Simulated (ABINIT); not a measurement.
# Quasiparticle gap of SiC (Moissanite) in ABINIT, part 3 of 3

Wanted: ground state, empty states, screening and self-energy for SiC (Moissanite).

ABINIT 10.8.3; PBE and many-body steps on it, plane waves. Known limits of the many-body steps: not at the basis limit; coarse k mesh.

So far. Step 3 (Bands along the symmetry lines): The gap is 2.329 eV, as in the run before at this level. Step 4 (Empty states on the mesh, 3×3×4 mesh, 81 bands): On this mesh the gap is 2.329 eV.

### 5. Screening, 3×3×4 mesh, 75 bands, screening to 136.1 eV

The RPA dielectric matrix is built and inverted for each q.

This step: RPA screening on PBE, plane waves, norm-conserving pseudopotentials.

The input, run.abi:

```
acell 3*1.0 Angstrom
rprim 
  3.075999999976 0.000000000005 0.000000000000
  -1.537999999993 2.663894142018 0.000000000000
  0.000000000000 0.000000000000 5.048000000000
ntypat 2
znucl 14 6
natom 4
typat 1 1 2 2
xred 
  0.333333333333 0.666666666667 0.000000000000
  0.666666666667 0.333333333333 0.500000000000
  0.333333333333 0.666666666667 0.385000000000
  0.666666666667 0.333333333333 0.885000000000
pp_dirpath "pseudos"
pseudos "Si.upf, C.upf"
ecut 37
ngkpt 3 3 4
nshiftk 1
shiftk 0 0 0
kptopt 1
chksymbreak 0
istwfk *1
occopt 1
irdwfk 1
optdriver 3
nband 75
ecuteps 5
inclvkb 2
awtr 1
symchi 1
indata_prefix "in"
outdata_prefix "out"
tmpdata_prefix "tmp"
```

The run is started by

```sh
OMP_NUM_THREADS=1 mpirun -n 4 abinit run.abi > log
```

Numbers of over 12 decimals in the logs are rounded to 6 here.

What it wrote:

```text
.Version 10.8.3 of ABINIT. v10.8.2 released Aug 2026.

 Symmetries : space group P6_3 m c (#186); Bravais hP (primitive hexag.)
[... echo of the input left out ...]
== DATASET  1 ==================================================================
-   mpi_nproc: 4, omp_nthreads: 1 (-1 if OMP is not activated)

--- !DatasetInfo
iteration_state: {dtset: 1, }
dimensions: {natom: 4, nkpt: 9, mband: 75, nsppol: 1, nspinor: 1, nspden: 1, mpw: 3018, }
cutoff_energies: {ecut:  37.0, pawecutdg:  -1.0, }
electrons: {nelect:   1.60000000E+01, charge:   0.00000000E+00, occopt:   1.00000000E+00, tsmear:   1.00000000E-02, }

 SCREENING: Calculation of the susceptibility and dielectric matrices

 Based on a program developped by R.W. Godby, V. Olevano, G. Onida, and L. Reining.
 Incorporated in ABINIT by V. Olevano, G.-M. Rignanese, and M. Torrent.
.Using double precision arithmetic ; gwpc =  8

[... cell and pseudopotentials left out ...]
--------------------------------------------------------------------------------

 ==== K-mesh for the wavefunctions ====
 Number of points in the irreducible wedge :     9
[... list of points left out ...]
 Together with 12 symmetry operations and time-reversal symmetry
 yields    36 points in the full Brillouin Zone.

 ==== Q-mesh for the screening function ====
 Number of points in the irreducible wedge :     9
[... list of points left out ...]
 Together with 12 symmetry operations and time-reversal symmetry
 yields    36 points in the full Brillouin Zone.

 setmesh: FFT mesh size selected  =    20x   20x   36
          total number of points  =        14400

 vcoul_init : cutoff-mode = AUXILIARY_FUNCTION
 q-points for optical limit:   1
     1)      0.000010    0.000020    0.000030

- screening: taking advantage of time-reversal symmetry
- Maximum band index for partially occupied states nbvw = 8
- Remaining bands to be divided among processors   nbcw = 67
- Number of bands treated by each node ~16

 Number of electrons calculated from density =   16.0000; Expected =   16.0000
 average of density, n =  0.057319
 r_s =    1.6089
 omega_plasma =   23.0944 [eV]

 calculating chi0 at frequencies [eV] :
  1    0.000000E+00    0.000000E+00
  2    0.000000E+00    2.309436E+01

--------------------------------------------------------------------------------
  q-point number  1        q = ( 0.000000, 0.000000, 0.000000) [r.l.u.]
--------------------------------------------------------------------------------
[... chi0 elements left out ...]
 For q-point:  0.000010 0.000020 0.000030
  dielectric constant =   8.9409
  dielectric constant without local fields =   9.7739

  Average fulfillment of the sum rule on Im[epsilon] for q-point    1 :     77.42  [%]
[... wings left out ...]
  q-point number  2        q = ( 0.333333, 0.000000, 0.000000) [r.l.u.]
--------------------------------------------------------------------------------
[... chi0 elements left out ...]
  Average fulfillment of the sum rule on Im[epsilon] for q-point    2 :     82.41  [%]

 [... 7 further q-points ...]
```

Wall time 9 s (4 MPI ranks of Arm Neoverse V1, shared host); peak memory 0.51 GiB.

This step gave:

```
ε∞ with local fields, on this mesh, along the program's q direction : 8.941
the same without local fields                                       : 9.774
plasma frequency                                                    : 23.09 eV
plane waves in the screening matrix                                 : 135
```

Local fields lower ε∞ by 9 %. On a Γ-centred mesh this coarse the value itself is usually too large, while a short band sum pulls it down.

### 6. Self-energy, 3×3×4 mesh, 75 bands, screening to 136.1 eV

The self-energy is evaluated for the states that the input lists, and the levels follow from it, in one-shot runs by the linearised quasiparticle equation.

This step: G0W0 on PBE, plane waves, norm-conserving pseudopotentials.

Edit run.abi of step 5 so:

```diff
@@ -25,8 +25,19 @@
 irdwfk 1
-optdriver 3
+optdriver 4
 nband 75
+gwcalctyp 0
+ecutsigx 37
+symsigma 1
+nkptgw 3
+kptgw 
+  0.0000000000 0.0000000000 0.0000000000
+  0.3333333333 0.3333333333 0.0000000000
+  0.3333333333 0.0000000000 0.0000000000
+bdgw 
+  6 10
+  7 10
+  7 10
 ecuteps 5
-inclvkb 2
-awtr 1
-symchi 1
+irdscr 1
+ppmodel 1
 indata_prefix "in"
```

What it wrote:

```text
.Version 10.8.3 of ABINIT. v10.8.2 released Aug 2026.

 Symmetries : space group P6_3 m c (#186); Bravais hP (primitive hexag.)
[... echo of the input left out ...]
== DATASET  1 ==================================================================
-   mpi_nproc: 4, omp_nthreads: 1 (-1 if OMP is not activated)

--- !DatasetInfo
iteration_state: {dtset: 1, }
dimensions: {natom: 4, nkpt: 9, mband: 75, nsppol: 1, nspinor: 1, nspden: 1, mpw: 3018, }
cutoff_energies: {ecut:  37.0, pawecutdg:  -1.0, }
electrons: {nelect:   1.60000000E+01, charge:   0.00000000E+00, occopt:   1.00000000E+00, tsmear:   1.00000000E-02, }

 SIGMA: Calculation of the GW corrections

 Based on a program developped by R.W. Godby, V. Olevano, G. Onida, and L. Reining.
 Incorporated in ABINIT by V. Olevano, G.-M. Rignanese, and M. Torrent.
.Using double precision arithmetic ; gwpc =  8

[... cell and pseudopotentials left out ...]
--------------------------------------------------------------------------------

 ==== K-mesh for the wavefunctions ====
 Number of points in the irreducible wedge :     9
[... list of points left out ...]
 Together with 12 symmetry operations and time-reversal symmetry
 yields    36 points in the full Brillouin Zone.

 ==== Q-mesh for screening function ====
 Number of points in the irreducible wedge :     9
[... list of points left out ...]
 Together with 12 symmetry operations and time-reversal symmetry
 yields    36 points in the full Brillouin Zone.

 vcoul_init : cutoff-mode = AUXILIARY_FUNCTION
 q-points for optical limit:   1
     1)      0.000010    0.000020    0.000030
 setmesh: FFT mesh size selected  =    27x   27x   54
          total number of points  =        39366

 Number of electrons calculated from density =   16.0000; Expected =   16.0000
 average of density, n =  0.057319
 r_s =    1.6089
 omega_plasma =   23.0944 [eV]

 === KS Band Gaps ===
  >>>> For spin  1
   Minimum direct gap =   4.4029 [eV], located at k-point      :   0.3333  0.0000  0.0000
   Fundamental gap    =   2.3294 [eV], Top of valence bands at :   0.0000  0.0000  0.0000
                                       Bottom of conduction at :   0.3333  0.3333  0.0000
 SIGMA fundamental parameters:
 PLASMON POLE MODEL  1
 number of plane-waves for SigmaX                 2997
 number of plane-waves for SigmaC and W            135
 number of plane-waves for wavefunctions          2997
 number of bands                                    75
 number of independent spin polarizations            1
 number of spinorial components                      1
 number of k-points in IBZ                           9
 number of q-points in IBZ                           9
 number of symmetry operations                      12
 number of k-points in BZ                           36
 number of q-points in BZ                           36
 number of frequencies for dSigma/dE                 9
 frequency step for dSigma/dE [eV]                0.25
 number of omega for Sigma on real axis              0
 max omega for Sigma on real axis  [eV]           0.00
 zcut for avoiding poles [eV]                     0.10

 EPSILON^-1 parameters (SCR file):
 dimension of the eps^-1 matrix on file            135
 dimension of the eps^-1 matrix used               135
 number of plane-waves for wavefunctions          2997
 number of bands                                    75
 number of q-points in IBZ                           9
 number of frequencies                               2
 number of real frequencies                          1
 number of imag frequencies                          1

 matrix elements of self-energy operator (all in [eV])

 Perturbative Calculation

--- !SelfEnergy_ee
iteration_state: {dtset: 1, }
kpoint     : [   0.000,    0.000,    0.000, ]
spin       : 1
KS_gap     :    4.620
QP_gap     :    5.352
Delta_QP_KS:    0.733
data: !SigmaeeData |
     Band     E0 <VxcDFT>   SigX SigC(E0)      Z dSigC/dE  Sig(E)    E-E0       E
        6   6.864 -15.103 -17.533   2.444   0.800  -0.249 -15.092   0.012   6.875
        7   6.864 -15.103 -17.533   2.444   0.800  -0.249 -15.092   0.012   6.875
        8   7.139 -14.893 -16.523   1.782   0.806  -0.240 -14.771   0.122   7.261
        9  11.758 -12.138  -6.590  -4.494   0.811  -0.232 -11.282   0.855  12.613
       10  13.157 -12.743  -7.282  -4.476   0.804  -0.243 -11.951   0.792  13.949

--- !SelfEnergy_ee
iteration_state: {dtset: 1, }
kpoint     : [   0.333,    0.333,    0.000, ]
spin       : 1
KS_gap     :    6.371
QP_gap     :    7.275
Delta_QP_KS:    0.904
data: !SigmaeeData |
     Band     E0 <VxcDFT>   SigX SigC(E0)      Z dSigC/dE  Sig(E)    E-E0       E
        7   3.097 -12.978 -16.335   2.888   0.792  -0.263 -13.349  -0.371   2.726
        8   3.097 -12.978 -16.335   2.888   0.792  -0.263 -13.349  -0.371   2.726
        9   9.468  -9.794  -5.421  -3.735   0.834  -0.198  -9.262   0.533  10.001
       10  15.123 -12.272  -6.287  -4.679   0.807  -0.239 -11.218   1.054  16.177

--- !SelfEnergy_ee
iteration_state: {dtset: 1, }
kpoint     : [   0.333,    0.000,    0.000, ]
spin       : 1
KS_gap     :    4.403
QP_gap     :    5.216
Delta_QP_KS:    0.813
data: !SigmaeeData |
     Band     E0 <VxcDFT>   SigX SigC(E0)      Z dSigC/dE  Sig(E)    E-E0       E
        7   5.370 -13.687 -16.001   2.141   0.802  -0.246 -13.826  -0.139   5.231
        8   5.937 -14.681 -17.412   2.570   0.799  -0.252 -14.810  -0.129   5.807
        9  10.339 -10.652  -5.654  -4.169   0.825  -0.212  -9.968   0.684  11.024
       10  11.974 -11.345  -6.155  -4.201   0.818  -0.222 -10.536   0.809  12.783

== END DATASET(S) ==============================================================
================================================================================

 -outvars: echo values of variables after computation  --------
           etotal      0.0000000000E+00
            nband          75
             nkpt           9
          spgroup         186
 [... the other variables as echoed above ...]

 Calculation completed.
```

It took 5.9 s on 4 MPI ranks; peak memory 0.43 GiB.

Numbers from this step:

```yaml
g0w0_gap_on_the_points_computed: 2.740 eV
starting_gap_on_the_mesh: 2.329 eV
k_of_the_valence_top: 0, 0, 0
k_of_the_conduction_bottom: 0.3333, 0.3333, 0
z_at_the_valence_top: 0.806
z_at_the_conduction_bottom: 0.834
least_direct_g0w0_gap_on_the_computed_points: 5.217 eV
```

The gap on the mesh goes from 2.33 eV to 2.74 eV, a correction of +0.41 eV.

Limits: finite bands, cutoff and mesh; coarse k mesh. v1 is the top filled band, c1 the lowest empty one. The levels before and after the correction (eV, zero at the valence-band top of each column):

|  | conduction bottom | valence top |
| --- | --- | --- |
| Kohn-Sham | 2.33 | 0.00 |
| G0W0 | 2.74 | 0.00 |

|  | level | energy (eV) |
| --- | --- | --- |
| Kohn-Sham | Γ v3-v2 | -0.275 |
| Kohn-Sham | Γ v1 | 0.000 |
| Kohn-Sham | Γ c1 | 4.620 |
| Kohn-Sham | Γ c2 | 6.019 |
| Kohn-Sham | (0.333 0.333 0) v2-v1 | -4.042 |
| Kohn-Sham | (0.333 0.333 0) c1 | 2.329 |
| Kohn-Sham | (0.333 0.333 0) c2 | 7.984 |
| G0W0 | Γ v3-v2 | -0.386 |
| G0W0 | Γ v1 | 0.000 |
| G0W0 | Γ c1 | 5.352 |
| G0W0 | Γ c2 | 6.688 |
| G0W0 | (0.333 0.333 0) v2-v1 | -4.535 |
| G0W0 | (0.333 0.333 0) c1 | 2.740 |
| G0W0 | (0.333 0.333 0) c2 | 8.916 |

### 7. Where the time went

Times are wall times on 4 MPI ranks of Arm Neoverse V1, shared host, good to a factor of about two.

| step | time | share | memory (GiB) |
| --- | --- | --- | --- |
| ground state | 7.6 s | 15 % | 0.29 |
| bands along the symmetry lines | 12 s | 24 % | 0.29 |
| empty states on the mesh | 16 s | 31 % | 0.28 |
| screening | 9 s | 18 % | 0.51 |
| self-energy | 5.9 s | 12 % | 0.43 |

### 8. Summary of results

| Item | Value |
| --- | --- |
| PBE gap | 2.33 eV, indirect |
| G0W0 gap on the mesh | 2.74 eV |
| GW settings | 3×3×4 mesh, 75 bands, screening to 136.1 eV, Godby-Needs plasmon pole |
| known limits | not at the basis limit; coarse k mesh |

**Reading.** G0W0 moves the gap on the mesh from 2.33 eV to 2.74 eV (+0.41 eV), with Z of 0.81 and 0.83 at the edges. Local fields lower the RPA ε∞ on this mesh from 9.77 to 8.94; a Γ-centred mesh this coarse tends to raise both, most where the direct gap is narrow, while a short band sum lowers them. Only 3 of the mesh's irreducible points were corrected, so a valley elsewhere could overtake. Against experiment, by G0W0@PBE: the gap of 2.74 eV lies −0.59 eV from the measured 3.33 eV (kind not stated, quoted 2020). The calculation has static nuclei and no excitons; a measured gap holds zero-point and thermal motion, which mostly lowers it. Bands and cutoff are finite, so the gap is not at the basis limit. The miss can reach some tenths of an eV and take either sign; the mesh is an error of its own. In the G0W0 run levels were corrected at 3 k points alone, so a gap called «on the mesh» is the least over those, and an edge elsewhere would be missed. The 3×3×4 mesh is coarse for this cell, which bears on the long-range parts of exchange and screening.

[Paths, hosts, dates, memory and timing lines, banners, echoed tables and standing remarks are left out of the program output.]

[Logs are printed without paths, hosts, clocks, repeated set-up lines and the standing remarks that a program may print on its own settings, such as how far it seeks lower states.]

[Runs of the session that timed out or met a known fault of the program may be left out.]

[Hosts, paths, dates, database ids (printed as entryN), source tags and the programs' standing remarks are cut or masked in the printed files.]

[G0W0 gaps are taken among the corrected bands and points alone; a level outside them can change the order at an edge.]

[Where Ansatz stands beside ABINIT at settings called matched, ABINIT's density can come from a denser mesh and the files from another edition; pairs whose starting gaps differed by over 0.03 eV were left out, so agreement reads better than it is.]
